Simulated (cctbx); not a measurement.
# Occupancies in YbCrS2O

Cell a = 6.4920 Å, b = 8.7440 Å, c = 5.9740 Å, α = 90.00°, β = 90.00°, γ = 90.00°; space group Pnma (no. 62); nominal formula YbCrS2O.

The data are simulated with cctbx, not measured: Ag Kα, λ = 0.56087 Å, to d = 0.6 Å, 50 % of the full sphere, strongest reflection 5000 counts, noise from counting, a 6 % proportional error and a noise floor of 4 counts (s.d.); no absorption.

With every site full:

```text
Rint 0.060, 846 unique reflections to 0.60 A
cycle     R1     wR2    GooF  max shift (A)
   1  0.2251  0.4620   7.526   0.00204
   2  0.0297  0.0712   1.161   0.00011
final R1 0.0297 wR2 0.0712 GooF 1.160  parameters 27  data/parameter 31.3
atom        x        y        z      Ueq    occ   su(xyz)  su(Uiso or U11)
Yb1    0.92765  0.75000  0.02140   0.0030  1.000  0.00005  0.0001
Cr1    0.00000  0.00000  0.50000   0.0041  1.000  0.00000  0.0004
S1     0.31006  0.05076  0.70109   0.0097  1.000  0.00023  0.0005
O2     0.53878  0.75000  0.88483  -0.0107  1.000  0.00049  0.0010  NPD
difference map: max 4.65 min -2.03 rms 0.61
Q1    0.0223  0.7500  0.6017    4    4.65  0.13 A from O2
Q2    0.0645  0.2500  0.9366    4    1.98  0.26 A from Yb1
Q3    0.0008  0.1114  0.6110    8    1.97  1.18 A from Cr1
Q4    0.0315  0.0610  0.2887    8    1.92  1.39 A from Cr1
Q5    0.0710  0.1739  0.6498    8    1.86  1.82 A from Cr1
Q6    0.1966  0.7500  0.5720    4    1.82  1.06 A from O2
```

With the occupancies of the suspect sites free, each still typed as its main element:

```text
Rint 0.060, 846 unique reflections to 0.60 A
cycle     R1     wR2    GooF  max shift (A)
   1  0.1286  0.2846   4.641   0.00005
  20  0.0251  0.0596   0.972   0.00002
final R1 0.0251 wR2 0.0594 GooF 0.969  parameters 29  data/parameter 29.2
atom        x        y        z      Ueq    occ   su(xyz)  su(Uiso or U11)
Yb1    0.92767  0.75000  0.02142   0.0032  1.000  0.00004  0.0001
Cr1    0.00000  0.00000  0.50000   0.0042  1.000  0.00000  0.0004
S1     0.31001  0.05076  0.70115   0.0069  0.910  0.00019  0.0005
O2     0.53870  0.75000  0.88484  -0.0055  1.214  0.00041  0.0010  NPD
su of occupancy S1: 0.009
su of occupancy O2: 0.024
difference map: max 2.39 min -1.99 rms 0.52
Q1    0.9908  0.2500  0.3859    4    2.46  0.19 A from O2
Q2    0.1314  0.7500  0.7315    4    2.15  0.92 A from O2
Q3    0.1488  0.5809  0.8536    8    1.96  1.80 A from S1
Q4    0.0337  0.0641  0.2918    8    1.85  1.38 A from Cr1
Q5    0.0749  0.1723  0.6520    8    1.83  1.82 A from Cr1
Q6    0.2102  0.2500  0.3955    4    1.83  1.62 A from O2
```

**Question.** What is the disorder?

X-rays count electrons. S1 refines to 0.910(0.009), or 14.6 electrons; the site truly holds 0.85 S and 0.15 O, 14.8 electrons, which is 0.925 of S; O2 refines to 1.214(0.024), or 9.7 electrons; the site truly holds 0.7 O and 0.3 S, 10.4 electrons, which is 1.300 of O. A value under 1 can't tell vacancies from a lighter guest, and one over 1 needs a heavier guest; chemistry or a second radiation must settle which. Occupancy correlates with U and the scale, and the two elements' form factors differ in shape, so the match is approximate.

Freeing them takes R1 from 0.0297 to 0.0251 and GooF from 1.16 to 0.97.

The model is made up (kin elements in a known structure type, no relaxation), so it says nothing on whether the phase exists.

[Middle refinement cycles are left out of these outputs.]

[Logs are printed without paths, hosts, clocks, repeated set-up lines and the standing remarks that a program may print on its own settings, such as how far it seeks lower states.]
